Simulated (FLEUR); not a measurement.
## free Fe(001) film, 3 layers: anisotropy by force theorems

One state of free Fe(001) film, 3 layers is converged without symmetry. Force theorems then give its anisotropy.

Method: PBE; all-electron FLAPW film, Dirac cores, scalar-relativistic bands, in FLEUR MaX-R8.1.

## (1) The structure

The cell holds 3 atoms: 3 Fe. Its edges and angles: a = 2.866 Å, b = 2.866 Å, c = 16.866 Å, α = 90.0°, β = 90.0°, γ = 90.0°. Layers at typed spacings, unrelaxed. Vacuum lies along c.

## (2) The magnetic state

The force theorems are single passes in this state's potential, so it has to be converged first.

No symmetry is used, so that later steps may turn the spins freely; k and −k are joined. FLEUR takes the sheet as a true film: the images along c are dropped, heights are typed in bohr, and the vacuum on both sides is semi-infinite. inpgen writes inp.xml from crystal.txt; cutoffs, mixing, functional, smearing and local orbitals are then set in the file. The k list scf (kpts.xml, not shown) is a Γ-centred 10×10×1 mesh; where the ranks do not divide the number of points, some are split in two of half the weight.

Contents of inp.xml:

```
<?xml version="1.0" encoding="UTF-8" standalone="no"?>
<fleurInput fleurInputVersion="0.39">
   <comment>
      Fe
   </comment>
   <calculationSetup>
      <cutoffs Kmax="3.68" Gmax="11.0" GmaxXC="11.0" numbands="0"/>
      <scfLoop itmax="150" minDistance="0.00002" maxIterBroyd="15" imix="Anderson" alpha="0.03" precondParam="0.0" spinf="2.0" sdNocoIR="T"/>
      <coreElectrons ctail="F" frcor="F" kcrel="0" coretail_lmax="0"/>
      <xcFunctional name="pbe" relativisticCorrections="F"/>
      <magnetism jspins="2" l_noco="F" l_ss="F">
         <qss>0.0 0.0 0.0</qss>
         <mtNocoParams l_mperp="F" l_mtNocoPot="F" l_relaxSQA="F" mag_mixing_scheme="0" mix_RelaxWeightOffD="1.0" l_constrained="F" mix_constr="1.0"/>
         <sourceFreeMag l_sourceFree="F" l_scaleMag="F" mag_scale="1.0"/>
      </magnetism>
      <soc l_soc="F" theta="0.0" phi="0.0" spav="F"/>
      <expertModes spex="0" secvar="F"/>
      <geometryOptimization l_f="F" forcealpha="1.0" forcemix="BFGS" epsdisp="0.00001" epsforce="0.00001"/>
      <ldaU l_linMix="F" mixParam="0.05" spinf="1.0"/>
   </calculationSetup>
   <cell>
      <bzIntegration valenceElectrons="48.0" mode="hist" fermiSmearingEnergy="0.00183747">
         <kPointListSelection listName="scf"/>
         <xi:include xmlns:xi="http://www.w3.org/2001/XInclude" href="kpts.xml"> </xi:include>
      </bzIntegration>
      <xi:include xmlns:xi="http://www.w3.org/2001/XInclude" href="sym.xml"> </xi:include>
      <filmLattice scale="1.0" dVac="10.68" dTilda="13.18">
         <bravaisMatrixFilm>
            <row-1>    5.4159550731035999     0.0000000000000000</row-1>
            <row-2>    0.0000000000000000     5.4159550731035999</row-2>
         </bravaisMatrixFilm>
         <vacuumEnergyParameters vacuum="1" spinUp="-.25" spinDown="-.25"/>
         <vacuumEnergyParameters vacuum="2" spinUp="-.25" spinDown="-.25"/>
      </filmLattice>
   </cell>
   <atomSpecies>
      <species name="Iron (Fe) 2.800" element="Fe" atomicNumber="26">
         <mtSphere radius="2.23" gridPoints="737" logIncrement="0.016"/>
         <atomicCutoffs lmax="8" lnonsphr="6"/>
         <electronConfig flipSpins="F">
            <coreConfig>(1s1/2) (2s1/2) (2p1/2) (2p3/2)</coreConfig>
            <valenceConfig>(3s1/2) (3p1/2) (3p3/2) (4s1/2) (3d3/2) (3d5/2)</valenceConfig>
            <stateOccupation state="(3d3/2)" spinUp="1.4" spinDown="1.0"/>
            <stateOccupation state="(3d5/2)" spinUp="3.0" spinDown="0.6"/>
         </electronConfig>
         <energyParameters s="4" p="4" d="3" f="4"/>
         <lo type="SCLO" l="0" n="3" eDeriv="0"/>
         <lo type="SCLO" l="1" n="3" eDeriv="0"/>
      </species>
   </atomSpecies>
   <atomGroups>
      <atomGroup species="Iron (Fe) 2.800">
         <filmPos label="                   1">.0000000000 .0000000000 -2.7079828732</filmPos>
         <force calculate="T" relaxXYZ="TTT"/>
         <nocoParams  alpha="0.0" beta="0.0"/>
      </atomGroup>
      <atomGroup species="Iron (Fe) 2.800">
         <filmPos label="                   2">1.000/2.000 1.000/2.000 .0000000000</filmPos>
         <force calculate="T" relaxXYZ="TTT"/>
         <nocoParams  alpha="0.0" beta="0.0"/>
      </atomGroup>
      <atomGroup species="Iron (Fe) 2.800">
         <filmPos label="                   3">.0000000000 .0000000000 2.7079828732</filmPos>
         <force calculate="T" relaxXYZ="TTT"/>
         <nocoParams  alpha="0.0" beta="0.0"/>
      </atomGroup>
   </atomGroups>
   <output dos="F" band="F" slice="F">
      <bandDOS minEnergy="-.5*Htr" maxEnergy="0.5*Htr" sigma="0.015" storeEVData="T"/>
      <plotting iplot="0" polar="F">
         <plot TwoD="T" vec1="  1.0  0.0  0.0" vec2="  0.0  1.0  0.0" vec3="  0.0  0.0  1.0" zero="  0.0  0.0 -0.5" file="plot"/>
      </plotting>
      <moessbauerParams electricFieldGradient="F" isomerShift="F" coreHyperfine="F" valenceHyperfine="F"/>
   </output>
</fleurInput>
```

Contents of crystal.txt:

```
Fe
&input film=T cartesian=F /
2.86600000000  0.00000000000  0.00000000000
0.00000000000  2.86600000000  0.00000000000
0.00000000000  0.00000000000  1.00000000000
1.8897261246
1.0 1.0 1.0

3
26 0.00000000000  0.00000000000  -2.70798287318 : 2.800
26 0.50000000000  0.50000000000  0.00000000000 : 2.800
26 0.00000000000  0.00000000000  2.70798287318 : 2.800

&kpt div1=10 div2=10 div3=1 gamma=T /
```

On the command line:

```
$ OMP_NUM_THREADS=1 inpgen -f crystal.txt -nosym -noco > inpgen.log  # inp.xml is then edited as shown
$ OMP_NUM_THREADS=1 mpirun -n 4 fleur_MPI > fleur.log
```

The log of the run:

```text
Welcome to FLEUR        (www.flapw.de)
      MaX-Release 8.1          (www.max-centre.eu)

 ========== k-point set info ==========
 Selected k-point list: scf
 k-point list type: mesh
 0 x 0 x 0
 Number of k points: 52

 ------------Calculation Setup---------------------------
 Number of MPI-tasks      :            4
 Number of PE/node        :            4
 Number of OMP-threads    :            1
 k-points in parallel     :            4
 pe's per k-point         :            1
 No of k-point loops      :           13
 Eigenvalue solver        :       lapack
 Number of basis functions:          354
 Approximate size of matrices (H+S) per k-point:         0.004 GB
 --------------------------------------------------------
 Iteration:     1   Distance:      25.36134091 me/bohr^3
 Iteration:     2   Distance:      14.96646887 me/bohr^3
 Iteration:     3   Distance:      11.79817552 me/bohr^3
 Iteration:     4   Distance:       9.73970299 me/bohr^3
 Iteration:     5   Distance:       7.35277253 me/bohr^3
 Iteration:     6   Distance:       7.18879452 me/bohr^3
 Iteration:     7   Distance:       6.11606536 me/bohr^3
 Iteration:     8   Distance:       5.65494472 me/bohr^3
 Iteration:     9   Distance:       2.64270388 me/bohr^3
 Iteration:    10   Distance:       1.29704098 me/bohr^3
[... 13 iterations left out ...]
 Iteration:    24   Distance:       0.00138207 me/bohr^3
 Iteration:    25   Distance:       0.00062223 me/bohr^3
 Iteration:    26   Distance:       0.00015144 me/bohr^3
 Iteration:    27   Distance:       0.00014866 me/bohr^3
 Iteration:    28   Distance:       0.00004150 me/bohr^3
 Iteration:    29   Distance:       0.00003185 me/bohr^3
 Iteration:    30   Distance:       0.00002521 me/bohr^3
 Iteration:    31   Distance:       0.00002592 me/bohr^3
 Iteration:    32   Distance:       0.00002202 me/bohr^3
 Iteration:    33   Distance:       0.00001769 me/bohr^3

 ********************************************************************
 Run finished successfully
 Stop message:
   all done
 ********************************************************************

--- out.xml (last complete iteration) ---
<iteration numberForCurrentRun="   33" overallNumber="   33">
         [... left out ...]
         <bandgap value="0.0000000009" units="eV"/>
         <sumValenceSingleParticleEnergies value="-62.9096096454" units="Htr"/>
         <FermiEnergy value="-0.1376710486" units="Htr"/>
         <valenceDensity>
            <mtCharges spin="1">
               <mtCharge atomType="1" total="8.7298594" s="1.1718719" p="3.0932656" d="4.4567214" f="0.0061417"/>
               <mtCharge atomType="2" total="8.5406900" s="1.1645765" p="3.1348715" d="4.2276064" f="0.0103817"/>
               <mtCharge atomType="3" total="8.7298594" s="1.1718719" p="3.0932656" d="4.4567215" f="0.0061417"/>
            </mtCharges>
            <mtCharges spin="2">
               <mtCharge atomType="1" total="5.7661203" s="1.1584239" p="3.0951582" d="1.5067095" f="0.0047917"/>
               <mtCharge atomType="2" total="6.1706031" s="1.1787612" p="3.1655658" d="1.8171267" f="0.0075044"/>
               <mtCharge atomType="3" total="5.7661209" s="1.1584239" p="3.0951581" d="1.5067101" f="0.0047917"/>
            </mtCharges>
            <spinDependentCharge spin="1" total="28.2047014" interstitial="2.0531338" mtSpheres="26.0004088" vacuum1="0.0755794" vacuum2="0.0755794"/>
            <spinDependentCharge spin="2" total="19.7952988" interstitial="2.0062728" mtSpheres="17.7028442" vacuum1="0.0430909" vacuum2="0.0430909"/>
            <totalCharge value="48.0000002288"/>
         </valenceDensity>
         [... left out ...]
         <allElectronCharges>
            <spinDependentCharge spin="1" total="43.2047014" interstitial="2.0531338" mtSpheres="41.0004088" vacuum1="0.0755794" vacuum2="0.0755794"/>
            <spinDependentCharge spin="2" total="34.7952988" interstitial="2.0062728" mtSpheres="32.7028442" vacuum1="0.0430909" vacuum2="0.0430909"/>
            <totalCharge value="78.0000002298"/>
         </allElectronCharges>
         <magneticMomentsInMTSpheres units="muBohr">
            <globalMagMoment atomType="1" vec="0.00000   0.00000   2.96374"/>
            <localMagMoment atomType="1" vec="0.00000   0.00000   2.96374"/>
            <globalMagMoment atomType="2" vec="0.00000   0.00000   2.37009"/>
            <localMagMoment atomType="2" vec="0.00000   0.00000   2.37009"/>
            <globalMagMoment atomType="3" vec="0.00000   0.00000   2.96374"/>
            <localMagMoment atomType="3" vec="0.00000   0.00000   2.96374"/>
         </magneticMomentsInMTSpheres>
         <moessbauerParams unitsHFF="kG" unitsIS="e/bohr^3" unitsEFG="Htr/bohr^2">
         </moessbauerParams>
         <totalEnergy value="    -3818.3130070784" units="Htr">
            <sumOfEigenvalues value="    -2244.8285166140">
               <coreElectrons value="-2181.9189069687"/>
               <valenceElectrons value="-62.9096096454"/>
            </sumOfEigenvalues>
            <densityCoulombPotentialIntegral value="-5897.5285404183"/>
            <densityEffectivePotentialIntegral value="-6115.2744548852"/>
            <chargeDenXCDenIntegral value="-167.7585855895"/>
            <FockExchangeEnergyValence value="0.0000000000"/>
            <FockExchangeEnergyCore value="0.0000000000"/>
            <atomTypeDependentContributions atomType="1">
               <electronNucleiInteractionDifferentMTs value="1517.7191908512"/>
               <MadelungTerm value="-6.2892908718"/>
            </atomTypeDependentContributions>
            <atomTypeDependentContributions atomType="2">
               <electronNucleiInteractionDifferentMTs value="1519.0852648801"/>
               <MadelungTerm value="-5.1338619996"/>
            </atomTypeDependentContributions>
            <atomTypeDependentContributions atomType="3">
               <electronNucleiInteractionDifferentMTs value="1517.7191895170"/>
               <MadelungTerm value="-6.2892914311"/>
            </atomTypeDependentContributions>
            <tkbTimesEntropy value="0.0010674388"/>
            <freeEnergy value="-3818.3140745172"/>
            <extrapolationTo0K value="-3818.3135407978"/>
         </totalEnergy>
         <densityConvergence units="me/bohr^3">
            <chargeDensity spin="1" distance="0.0000097595"/>
            <chargeDensity spin="2" distance="0.0000136682"/>
            <overallChargeDensity distance="0.0000158484"/>
            <spinDensity distance="0.0000176907"/>
         </densityConvergence>
      </iteration>
```

Run time: 97 s. Hardware: 4 MPI ranks of Arm Neoverse V2, shared host; peak memory 0.84 GiB; 6.5 min of CPU time.

Spin moment in the muffin-tin sphere by atom:

```csv
atom,spin moment in the muffin-tin sphere (μB)
Fe1,2.96
Fe2,2.37
Fe3,2.96
```

Read from the output:

```
free energy                                                       : -103901.6191 eV
program's band gap on this mesh (in a metal only a level spacing) : 9.00e-10 eV
magnetization                                                     : 8.409 μB
final state                                                       : ferromagnetic
```

After 33 cycles the largest moment stands at 2.96 μB.

## (3) Anisotropy by the force theorem, rung 1

Anisotropy is a small difference, so it is taken from sums over occupied states at a frozen potential, where most errors cancel.

One pass with spin–orbit coupling for each direction, from the saved density. Inversion lets half of the mesh serve, which the program's warning doesn't know. The k list mae (kpts.xml, not shown) is a Γ-centred 17×17×1 mesh.

inp.xml: that of step 2 with these lines changed.

```diff
@@ -6,4 +6,4 @@
    <calculationSetup>
-      <cutoffs Kmax="3.68" Gmax="11.0" GmaxXC="11.0" numbands="0"/>
-      <scfLoop itmax="150" minDistance="0.00002" maxIterBroyd="15" imix="Anderson" alpha="0.03" precondParam="0.0" spinf="2.0" sdNocoIR="T"/>
+      <cutoffs Kmax="3.68" Gmax="11.0" GmaxXC="11.0" numbands="96"/>
+      <scfLoop itmax="1" minDistance="0.00002" maxIterBroyd="15" imix="Anderson" alpha="0.03" precondParam="0.0" spinf="2.0" sdNocoIR="T"/>
       <coreElectrons ctail="F" frcor="F" kcrel="0" coretail_lmax="0"/>
@@ -15,3 +15,3 @@
       </magnetism>
-      <soc l_soc="F" theta="0.0" phi="0.0" spav="F"/>
+      <soc l_soc="T" theta="0.0" phi="0.0" spav="F"/>
       <expertModes spex="0" secvar="F"/>
@@ -22,3 +22,3 @@
       <bzIntegration valenceElectrons="48.0" mode="hist" fermiSmearingEnergy="0.00183747">
-         <kPointListSelection listName="scf"/>
+         <kPointListSelection listName="mae"/>
          <xi:include xmlns:xi="http://www.w3.org/2001/XInclude" href="kpts.xml"> </xi:include>
@@ -74,2 +74,5 @@
    </output>
+   <forceTheorem>
+      <MAE theta="0.0 1.5707963 1.5707963" phi="0.0 0.0 1.5707963"/>
+   </forceTheorem>
 </fleurInput>
```

On the command line:

```
$ OMP_NUM_THREADS=1 mpirun -n 4 fleur_MPI -warn_only > fleur.log
```

The log of the run:

```text
[banner, memory and clock lines left out]
Welcome to FLEUR        (www.flapw.de)
      MaX-Release 8.1          (www.max-centre.eu)
************FLEUR-Warning*****************
Error message: k-point set is not compatible to missing time-reversal symmetry in calculation.
Error occurred in subroutine: gen_bz
Error from PE:0/4
Other PEs with error messages:
     1-k-point set is not compatible to missing time-reversal symmetry in calculation.
     3-k-point set is not compatible to missing time-reversal symmetry in calculation.
*****************************************

 ========== k-point set info ==========
 Selected k-point list: mae
 k-point list type: mesh
 0 x 0 x 0
 Number of k points: 148

 [... set-up left out ...]
 ********************************************************************
 Run finished successfully
 Stop message:
   Forcetheorem MAE
 ********************************************************************

--- out.xml (force theorem) ---
<Forcetheorem_MAE Angles="3" units="Htr">
            <Angle theta="0.0000000" phi="0.0000000" ev-sum="-62.910835162"/>
            <Angle theta="1.5707963" phi="0.0000000" ev-sum="-62.910834517"/>
            <Angle theta="1.5707963" phi="1.5707963" ev-sum="-62.910834517"/>
         </Forcetheorem_MAE>
```

Elapsed: 27 s, on 4 MPI ranks; peak memory 0.73 GiB.

Anisotropy energies, by row:

```csv
axis,x,y,z,band energy less the first axis' (meV a cell)
z,0,0,1,0
x,1,0,0,0.01755
y,0,1,0,0.01755
```

Shape anisotropy is not in these numbers.

## (4) Energy against the direction of the moments, rung 2

A second rung shows how far the first can be trusted.

The k list mae (kpts.xml, not shown) is a Γ-centred 26×26×1 mesh.

inp.xml is that of step 3.

The log of the run:

```text
[banner, memory and clock lines left out]
Welcome to FLEUR        (www.flapw.de)
      MaX-Release 8.1          (www.max-centre.eu)
************FLEUR-Warning*****************
Error message: k-point set is not compatible to missing time-reversal symmetry in calculation.
Error occurred in subroutine: gen_bz
Error from PE:0/4
Other PEs with error messages:
     1-k-point set is not compatible to missing time-reversal symmetry in calculation.
     2-k-point set is not compatible to missing time-reversal symmetry in calculation.
[...]
3-k-point set is not compatible to missing time-reversal symmetry in calculation.
*****************************************
 [... set-up left out ...]
 ********************************************************************
 Run finished successfully
 Stop message:
   Forcetheorem MAE
 ********************************************************************

--- out.xml (force theorem) ---
<Forcetheorem_MAE Angles="3" units="Htr">
            <Angle theta="0.0000000" phi="0.0000000" ev-sum="-62.910819666"/>
            <Angle theta="1.5707963" phi="0.0000000" ev-sum="-62.910816271"/>
            <Angle theta="1.5707963" phi="1.5707963" ev-sum="-62.910816271"/>
         </Forcetheorem_MAE>
```

Elapsed: 60 s, on 4 MPI ranks; peak memory 1.1 GiB.

Anisotropy energies, by row:

```csv
axis,x,y,z,band energy less the first axis' (meV a cell)
z,0,0,1,0
x,1,0,0,0.09238
y,0,1,0,0.09238
```

(Part 1 of 2 ends here.)

[Logs and program files are shortened in this print: banners, set-up blocks, solver, clock and traceback lines can be left out without a mark of their own.]

[Logs are printed without paths, hosts, clocks, repeated set-up lines and the standing remarks that a program may print on its own settings, such as how far it seeks lower states.]

[Hosts, paths, dates, database ids (printed as entryN), source tags and the programs' standing remarks are cut or masked in the printed files.]

[Where a cell is said to come from a database of computed structures, the database is the Materials Project.]
